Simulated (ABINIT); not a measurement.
# InP (F-43m): G0W0 in ABINIT against the plane-wave cutoff, part 2 of 2

Aim: move the plane-wave cutoff of a G0W0 run on InP (F-43m) over a wide range.

ABINIT 10.8.3; PBE and many-body steps on it, plane waves. Known limits of the many-body steps: not at the basis limit; exchange with frozen shells missing; mesh may overstate the screening; no spin-orbit coupling; coarse k mesh.

So far. Step 5 (Empty states on the mesh, 4×4×4 mesh, 98 bands): On this mesh the gap is 0.709 eV. Step 6 (Screening, 4×4×4 mesh, 90 bands, screening to 163.3 eV): Local fields lower ε∞ by 5 %. On a Γ-centred mesh this coarse the value itself is usually too large, while a short band sum pulls it down.

The database entry behind the starting cell differs from later determinations by our own check (0.1 to 0.3 % short, probably kX units), so it need not match the best structure at ambient conditions.

## (8) Screening, 4×4×4 mesh, 90 bands, screening to 163.3 eV

This step: RPA screening on PBE, plane waves, norm-conserving pseudopotentials.

run.abi reads:

```
acell 3*1.0 Angstrom
rprim 
  -0.000000000000 2.930500000000 2.930500000000
  2.930500000000 -0.000000000000 2.930500000000
  2.930500000000 2.930500000000 -0.000000000000
ntypat 2
znucl 49 15
natom 2
typat 1 2
xred 
  0.000000000000 0.000000000000 0.000000000000
  0.250000000000 0.250000000000 0.250000000000
pp_dirpath "pseudos"
pseudos "In.upf, P.upf"
ecut 25
ngkpt 4 4 4
nshiftk 1
shiftk 0 0 0
kptopt 1
chksymbreak 0
istwfk *1
occopt 1
irdwfk 1
optdriver 3
nband 90
ecuteps 6
inclvkb 2
awtr 1
symchi 1
indata_prefix "in"
outdata_prefix "out"
tmpdata_prefix "tmp"
```

The run is started by

```bash
$ OMP_NUM_THREADS=1 mpirun -n 4 abinit run.abi > log
```

Numbers of over 12 decimals in the logs are rounded to 6 here.

Output:

```text
.Version 10.8.3 of ABINIT. v10.8.2 released Aug 2026.

 Symmetries : space group F-4 3 m (#216); Bravais cF (face-center cubic)
[... echo of the input left out ...]
== DATASET  1 ==================================================================
-   mpi_nproc: 4, omp_nthreads: 1 (-1 if OMP is not activated)

--- !DatasetInfo
iteration_state: {dtset: 1, }
dimensions: {natom: 2, nkpt: 8, mband: 90, nsppol: 1, nspinor: 1, nspden: 1, mpw: 2085, }
cutoff_energies: {ecut:  25.0, pawecutdg:  -1.0, }
electrons: {nelect:   1.80000000E+01, charge:   0.00000000E+00, occopt:   1.00000000E+00, tsmear:   1.00000000E-02, }

 SCREENING: Calculation of the susceptibility and dielectric matrices

 Based on a program developped by R.W. Godby, V. Olevano, G. Onida, and L. Reining.
 Incorporated in ABINIT by V. Olevano, G.-M. Rignanese, and M. Torrent.
.Using double precision arithmetic ; gwpc =  8

[... cell and pseudopotentials left out ...]
--------------------------------------------------------------------------------

 ==== K-mesh for the wavefunctions ====
 Number of points in the irreducible wedge :     8
[... list of points left out ...]
 Together with 24 symmetry operations and time-reversal symmetry
 yields    64 points in the full Brillouin Zone.

 ==== Q-mesh for the screening function ====
 Number of points in the irreducible wedge :     8
[... list of points left out ...]
 Together with 24 symmetry operations and time-reversal symmetry
 yields    64 points in the full Brillouin Zone.

 setmesh: FFT mesh size selected  =    27x   27x   27
          total number of points  =        19683

 vcoul_init : cutoff-mode = AUXILIARY_FUNCTION
 q-points for optical limit:   1
     1)      0.000010    0.000020    0.000030

- screening: taking advantage of time-reversal symmetry
- Maximum band index for partially occupied states nbvw = 9
- Remaining bands to be divided among processors   nbcw = 81
- Number of bands treated by each node ~20

 Number of electrons calculated from density =   18.0000; Expected =   18.0000
 average of density, n =  0.052993
 r_s =    1.6516
 omega_plasma =   22.2058 [eV]

 calculating chi0 at frequencies [eV] :
  1    0.000000E+00    0.000000E+00
  2    0.000000E+00    2.220578E+01

--------------------------------------------------------------------------------
  q-point number  1        q = ( 0.000000, 0.000000, 0.000000) [r.l.u.]
--------------------------------------------------------------------------------
[... chi0 elements left out ...]
 For q-point:  0.000010 0.000020 0.000030
  dielectric constant =  42.9590
  dielectric constant without local fields =  45.3947

  Average fulfillment of the sum rule on Im[epsilon] for q-point    1 :     78.58  [%]
[... wings left out ...]
  q-point number  2        q = ( 0.250000, 0.000000, 0.000000) [r.l.u.]
--------------------------------------------------------------------------------
[... chi0 elements left out ...]
  Average fulfillment of the sum rule on Im[epsilon] for q-point    2 :    102.87  [%]

 [... 6 further q-points ...]
```

Wall time 20 s (4 MPI ranks of Arm Neoverse V1, shared host); peak memory 0.6 GiB; 79 s of CPU time.

This step gave:

- ε∞ with local fields, on this mesh, along the program's q direction: 42.96
- the same without local fields: 45.39
- plasma frequency: 22.21 eV
- plane waves in the screening matrix: 259

## (9) 25 Ha

The self-energy is evaluated for the states that the input lists, and the levels follow from it, in one-shot runs by the linearised quasiparticle equation.

This step: G0W0 on PBE, plane waves, norm-conserving pseudopotentials.

run.abi, as its differences from that of step 8:

```diff
@@ -23,8 +23,15 @@
 irdwfk 1
-optdriver 3
+optdriver 4
 nband 90
+gwcalctyp 0
+ecutsigx 25
+symsigma 1
+nkptgw 1
+kptgw 
+  0.0000000000 0.0000000000 0.0000000000
+bdgw 
+  7 13
 ecuteps 6
-inclvkb 2
-awtr 1
-symchi 1
+irdscr 1
+ppmodel 1
 indata_prefix "in"
```

Output:

```text
.Version 10.8.3 of ABINIT. v10.8.2 released Aug 2026.

 Symmetries : space group F-4 3 m (#216); Bravais cF (face-center cubic)
[... echo of the input left out ...]
== DATASET  1 ==================================================================
-   mpi_nproc: 4, omp_nthreads: 1 (-1 if OMP is not activated)

--- !DatasetInfo
iteration_state: {dtset: 1, }
dimensions: {natom: 2, nkpt: 8, mband: 90, nsppol: 1, nspinor: 1, nspden: 1, mpw: 2085, }
cutoff_energies: {ecut:  25.0, pawecutdg:  -1.0, }
electrons: {nelect:   1.80000000E+01, charge:   0.00000000E+00, occopt:   1.00000000E+00, tsmear:   1.00000000E-02, }

 SIGMA: Calculation of the GW corrections

 Based on a program developped by R.W. Godby, V. Olevano, G. Onida, and L. Reining.
 Incorporated in ABINIT by V. Olevano, G.-M. Rignanese, and M. Torrent.
.Using double precision arithmetic ; gwpc =  8

[... cell and pseudopotentials left out ...]
--------------------------------------------------------------------------------

 ==== K-mesh for the wavefunctions ====
 Number of points in the irreducible wedge :     8
[... list of points left out ...]
 Together with 24 symmetry operations and time-reversal symmetry
 yields    64 points in the full Brillouin Zone.

 ==== Q-mesh for screening function ====
 Number of points in the irreducible wedge :     8
[... list of points left out ...]
 Together with 24 symmetry operations and time-reversal symmetry
 yields    64 points in the full Brillouin Zone.

 vcoul_init : cutoff-mode = AUXILIARY_FUNCTION
 q-points for optical limit:   1
     1)      0.000010    0.000020    0.000030
 setmesh: FFT mesh size selected  =    36x   36x   36
          total number of points  =        46656

 Number of electrons calculated from density =   18.0000; Expected =   18.0000
[...]
number of q-points in BZ                           64
 number of frequencies for dSigma/dE                 9
 frequency step for dSigma/dE [eV]                0.25
 number of omega for Sigma on real axis              0
 max omega for Sigma on real axis  [eV]           0.00
 zcut for avoiding poles [eV]                     0.10

 EPSILON^-1 parameters (SCR file):
 dimension of the eps^-1 matrix on file            259
 dimension of the eps^-1 matrix used               259
 number of plane-waves for wavefunctions          2085
 number of bands                                    90
 number of q-points in IBZ                           8
 number of frequencies                               2
 number of real frequencies                          1
 number of imag frequencies                          1

 matrix elements of self-energy operator (all in [eV])

 Perturbative Calculation

--- !SelfEnergy_ee
iteration_state: {dtset: 1, }
kpoint     : [   0.000,    0.000,    0.000, ]
spin       : 1
KS_gap     :    0.708
QP_gap     :    1.000
Delta_QP_KS:    0.292
data: !SigmaeeData |
     Band     E0 <VxcDFT>   SigX SigC(E0)      Z dSigC/dE  Sig(E)    E-E0       E
        7   4.476 -12.526 -14.191   1.306   0.772  -0.295 -12.804  -0.278   4.198
        8   4.476 -12.526 -14.191   1.306   0.772  -0.295 -12.804  -0.278   4.198
        9   4.476 -12.526 -14.191   1.306   0.772  -0.295 -12.804  -0.278   4.198
       10   5.184 -11.293  -7.496  -3.779   0.786  -0.273 -11.279   0.014   5.197
       11   8.564 -10.217  -6.371  -3.926   0.789  -0.267 -10.280  -0.063   8.501
       12   8.564 -10.217  -6.371  -3.926   0.789  -0.267 -10.280  -0.063   8.501
       13   8.564 -10.217  -6.371  -3.926   0.789  -0.267 -10.280  -0.063   8.501

== END DATASET(S) ==============================================================
================================================================================

 -outvars: echo values of variables after computation  --------
           etotal      0.0000000000E+00
            nband          90
             nkpt           8
          spgroup         216
 [... the other variables as echoed above ...]

 Calculation completed.
```

Wall time 6.8 s (4 MPI ranks); peak memory 0.63 GiB.

This step gave:

* G0W0 gap on the points computed: 0.9990 eV
* starting gap on the mesh: 0.7081 eV
* k of the valence top: 0, 0, 0
* k of the conduction bottom: 0, 0, 0
* Z at the valence top: 0.772
* Z at the conduction bottom: 0.786
* least direct G0W0 gap on the computed points: 0.9990 eV

The gap on the mesh goes from 0.71 eV to 1.00 eV, a correction of +0.29 eV.

## (10) Screening, 4×4×4 mesh, 90 bands, screening to 163.3 eV

This step: RPA screening on PBE, plane waves, norm-conserving pseudopotentials.

run.abi, as its differences from that of step 9:

```diff
@@ -14,3 +14,3 @@
 pseudos "In.upf, P.upf"
-ecut 25
+ecut 31
 ngkpt 4 4 4
@@ -23,15 +23,8 @@
 irdwfk 1
-optdriver 4
+optdriver 3
 nband 90
-gwcalctyp 0
-ecutsigx 25
-symsigma 1
-nkptgw 1
-kptgw 
-  0.0000000000 0.0000000000 0.0000000000
-bdgw 
-  7 13
 ecuteps 6
-irdscr 1
-ppmodel 1
+inclvkb 2
+awtr 1
+symchi 1
 indata_prefix "in"
```

Output:

```text
.Version 10.8.3 of ABINIT. v10.8.2 released Aug 2026.

 Symmetries : space group F-4 3 m (#216); Bravais cF (face-center cubic)
[... echo of the input left out ...]
== DATASET  1 ==================================================================
-   mpi_nproc: 4, omp_nthreads: 1 (-1 if OMP is not activated)

--- !DatasetInfo
iteration_state: {dtset: 1, }
dimensions: {natom: 2, nkpt: 8, mband: 90, nsppol: 1, nspinor: 1, nspden: 1, mpw: 2826, }
cutoff_energies: {ecut:  31.0, pawecutdg:  -1.0, }
[...]
--------------------------------------------------------------------------------
[... chi0 elements left out ...]
 For q-point:  0.000010 0.000020 0.000030
  dielectric constant =  42.7770
  dielectric constant without local fields =  45.2027

  Average fulfillment of the sum rule on Im[epsilon] for q-point    1 :     78.60  [%]
[... wings left out ...]
  q-point number  2        q = ( 0.250000, 0.000000, 0.000000) [r.l.u.]
--------------------------------------------------------------------------------
[... chi0 elements left out ...]
  Average fulfillment of the sum rule on Im[epsilon] for q-point    2 :    102.85  [%]

 [... 6 further q-points ...]
```

Run time: 23 s. Hardware: 4 MPI ranks; peak memory 0.74 GiB; 90 s of CPU time.

This step gave:

```yaml
eps_infinity_with_local_fields_on_this_mesh_along_the_program_s_q_direction: 42.78
the_same_without_local_fields: 45.20
plasma_frequency: 22.21 eV
plane_waves_in_the_screening_matrix: 259
```

## (11) 31 Ha

This step: G0W0 on PBE, plane waves, norm-conserving pseudopotentials.

run.abi, as its differences from that of step 10:

```diff
@@ -23,8 +23,15 @@
 irdwfk 1
-optdriver 3
+optdriver 4
 nband 90
+gwcalctyp 0
+ecutsigx 31
+symsigma 1
+nkptgw 1
+kptgw 
+  0.0000000000 0.0000000000 0.0000000000
+bdgw 
+  7 13
 ecuteps 6
-inclvkb 2
-awtr 1
-symchi 1
+irdscr 1
+ppmodel 1
 indata_prefix "in"
```

Output:

```text
.Version 10.8.3 of ABINIT. v10.8.2 released Aug 2026.

 Symmetries : space group F-4 3 m (#216); Bravais cF (face-center cubic)
[... echo of the input left out ...]
== DATASET  1 ==================================================================
-   mpi_nproc: 4, omp_nthreads: 1 (-1 if OMP is not activated)

--- !DatasetInfo
iteration_state: {dtset: 1, }
dimensions: {natom: 2, nkpt: 8, mband: 90, nsppol: 1, nspinor: 1, nspden: 1, mpw: 2826, }
cutoff_energies: {ecut:  31.0, pawecutdg:  -1.0, }
[...]
11   8.562 -10.216  -6.368  -3.927   0.789  -0.267 -10.278  -0.062   8.499
       12   8.562 -10.216  -6.368  -3.927   0.789  -0.267 -10.278  -0.062   8.499
       13   8.562 -10.216  -6.368  -3.927   0.789  -0.267 -10.278  -0.062   8.499

== END DATASET(S) ==============================================================
================================================================================

 -outvars: echo values of variables after computation  --------
           etotal      0.0000000000E+00
            nband          90
             nkpt           8
          spgroup         216
 [... the other variables as echoed above ...]

 Calculation completed.
```

Run time: 7.1 s. Hardware: 4 MPI ranks; peak memory 0.72 GiB.

Numbers from this step:

| Quantity | Value |
| --- | --- |
| G0W0 gap on the points computed | 1.004 eV |
| starting gap on the mesh | 0.7094 eV |
| k of the valence top | 0, 0, 0 |
| k of the conduction bottom | 0, 0, 0 |
| least direct G0W0 gap on the computed points | 1.004 eV |

Against the run before, the gap moves by +0.005 eV.

## (12) Screening, 4×4×4 mesh, 90 bands, screening to 163.3 eV

This step: RPA screening on PBE, plane waves, norm-conserving pseudopotentials.

run.abi, as its differences from that of step 11:

```diff
@@ -14,3 +14,3 @@
 pseudos "In.upf, P.upf"
-ecut 31
+ecut 39
 ngkpt 4 4 4
@@ -23,15 +23,8 @@
 irdwfk 1
-optdriver 4
+optdriver 3
 nband 90
-gwcalctyp 0
-ecutsigx 31
-symsigma 1
-nkptgw 1
-kptgw 
-  0.0000000000 0.0000000000 0.0000000000
-bdgw 
-  7 13
 ecuteps 6
-irdscr 1
-ppmodel 1
+inclvkb 2
+awtr 1
+symchi 1
 indata_prefix "in"
```

Output:

```text
.Version 10.8.3 of ABINIT. v10.8.2 released Aug 2026.

 Symmetries : space group F-4 3 m (#216); Bravais cF (face-center cubic)
[... echo of the input left out ...]
== DATASET  1 ==================================================================
-   mpi_nproc: 4, omp_nthreads: 1 (-1 if OMP is not activated)

--- !DatasetInfo
iteration_state: {dtset: 1, }
dimensions: {natom: 2, nkpt: 8, mband: 90, nsppol: 1, nspinor: 1, nspden: 1, mpw: 3984, }
cutoff_energies: {ecut:  39.0, pawecutdg:  -1.0, }
[...]
--------------------------------------------------------------------------------
[... chi0 elements left out ...]
 For q-point:  0.000010 0.000020 0.000030
  dielectric constant =  42.7797
  dielectric constant without local fields =  45.2054

  Average fulfillment of the sum rule on Im[epsilon] for q-point    1 :     78.61  [%]
[... wings left out ...]
  q-point number  2        q = ( 0.250000, 0.000000, 0.000000) [r.l.u.]
--------------------------------------------------------------------------------
[... chi0 elements left out ...]
  Average fulfillment of the sum rule on Im[epsilon] for q-point    2 :    102.88  [%]

 [... 6 further q-points ...]
```

It took 25 s on 4 MPI ranks; peak memory 0.88 GiB.

This step gave:

```
ε∞ with local fields, on this mesh, along the program's q direction : 42.78
the same without local fields                                       : 45.21
plasma frequency                                                    : 22.21 eV
plane waves in the screening matrix                                 : 259
```

## (13) 39 Ha

This step: G0W0 on PBE, plane waves, norm-conserving pseudopotentials.

run.abi, as its differences from that of step 12:

```diff
@@ -23,8 +23,15 @@
 irdwfk 1
-optdriver 3
+optdriver 4
 nband 90
+gwcalctyp 0
+ecutsigx 39
+symsigma 1
+nkptgw 1
+kptgw 
+  0.0000000000 0.0000000000 0.0000000000
+bdgw 
+  7 13
 ecuteps 6
-inclvkb 2
-awtr 1
-symchi 1
+irdscr 1
+ppmodel 1
 indata_prefix "in"
```

Output:

```text
.Version 10.8.3 of ABINIT. v10.8.2 released Aug 2026.

 Symmetries : space group F-4 3 m (#216); Bravais cF (face-center cubic)
[... echo of the input left out ...]
== DATASET  1 ==================================================================
-   mpi_nproc: 4, omp_nthreads: 1 (-1 if OMP is not activated)

--- !DatasetInfo
iteration_state: {dtset: 1, }
dimensions: {natom: 2, nkpt: 8, mband: 90, nsppol: 1, nspinor: 1, nspden: 1, mpw: 3984, }
cutoff_energies: {ecut:  39.0, pawecutdg:  -1.0, }
[...]
11   8.562 -10.216  -6.368  -3.927   0.789  -0.267 -10.278  -0.062   8.499
       12   8.562 -10.216  -6.368  -3.927   0.789  -0.267 -10.278  -0.062   8.499
       13   8.562 -10.216  -6.368  -3.927   0.789  -0.267 -10.278  -0.062   8.499

== END DATASET(S) ==============================================================
================================================================================

 -outvars: echo values of variables after computation  --------
           etotal      0.0000000000E+00
            nband          90
             nkpt           8
          spgroup         216
 [... the other variables as echoed above ...]

 Calculation completed.
```

The job ended after 7.6 s (4 MPI ranks; peak memory 0.79 GiB).

Numbers from this step:

* G0W0 gap on the points computed: 1.005 eV
* starting gap on the mesh: 0.7091 eV
* k of the valence top: 0, 0, 0
* k of the conduction bottom: 0, 0, 0
* least direct G0W0 gap on the computed points: 1.005 eV

Against the run before, the gap moves by +0.001 eV.

## (14) Side by side

Times are wall times on 4 MPI ranks of Arm Neoverse V1, shared host, good to a factor of about two. A run's time includes the screening step that it read.

```csv
run,mesh,bands,screening cutoff (eV),DFT gap (eV),gap on the mesh (eV),direct (eV),ε∞ used,time
19 Ha,4×4×4,90,163.3,0.674,0.949,0.949,47.75,24 s
25 Ha,4×4×4,90,163.3,0.708,0.999,0.999,42.96,27 s
31 Ha,4×4×4,90,163.3,0.709,1.004,1.004,42.78,30 s
39 Ha,4×4×4,90,163.3,0.709,1.005,1.005,42.78,32 s
```

## (15) Outcome

| Quantity | Value |
| --- | --- |
| 19 Ha | 0.949 eV |
| 25 Ha | 0.999 eV |
| 31 Ha | 1.004 eV |
| 39 Ha | 1.005 eV |
| known limits | not at the basis limit; exchange with frozen shells missing; mesh may overstate the screening; no spin-orbit coupling; coarse k mesh |

**Reading.** The setting moved: plane-wave cutoff. From 19 Ha to 39 Ha the gap moves by +0.06 eV. It holds to 0.03 eV from 25 Ha on. Bands and screening cutoff are coupled, so a series along one setting does not show full convergence. Bands and cutoff are finite, so the gap is not at the basis limit. The miss can reach some tenths of an eV and take either sign; the mesh is an error of its own. In the first G0W0 run levels were corrected at 1 k point alone, so a gap called «on the mesh» is the least over those, and an edge elsewhere would be missed. The 4×4×4 mesh is coarse for this cell, which bears on the long-range parts of exchange and screening. The norm-conserving file of at least one element keeps a d shell over frozen s and p shells of the same row. Exchange with those shells is missing from the self-energy, an error of 0.3 to 0.9 eV in cases checked, whose sign depends on which edge lies on those atoms. For the PBE start: The RPA ε∞ on this mesh reaches over 25; with a narrow direct gap a coarse mesh can overstate it, and the correction is then too small. The many-body steps are scalar-relativistic: spin-orbit coupling is not in them.

[Paths, hosts, dates, memory and timing lines, banners, echoed tables and standing remarks are left out of the program output.]

[Logs are printed without paths, hosts, clocks, repeated set-up lines and the standing remarks that a program may print on its own settings, such as how far it seeks lower states.]

[Runs of the session that timed out or met a known fault of the program may be left out.]

[No measured gap is set beside runs whose start may be inverted or whose files or cutoffs have a known fault.]

[Hosts, paths, dates, database ids (printed as entryN), source tags and the programs' standing remarks are cut or masked in the printed files.]

[G0W0 gaps are taken among the corrected bands and points alone; a level outside them can change the order at an edge.]

[Where Ansatz stands beside ABINIT at settings called matched, ABINIT's density can come from a denser mesh and the files from another edition; pairs whose starting gaps differed by over 0.03 eV were left out, so agreement reads better than it is.]
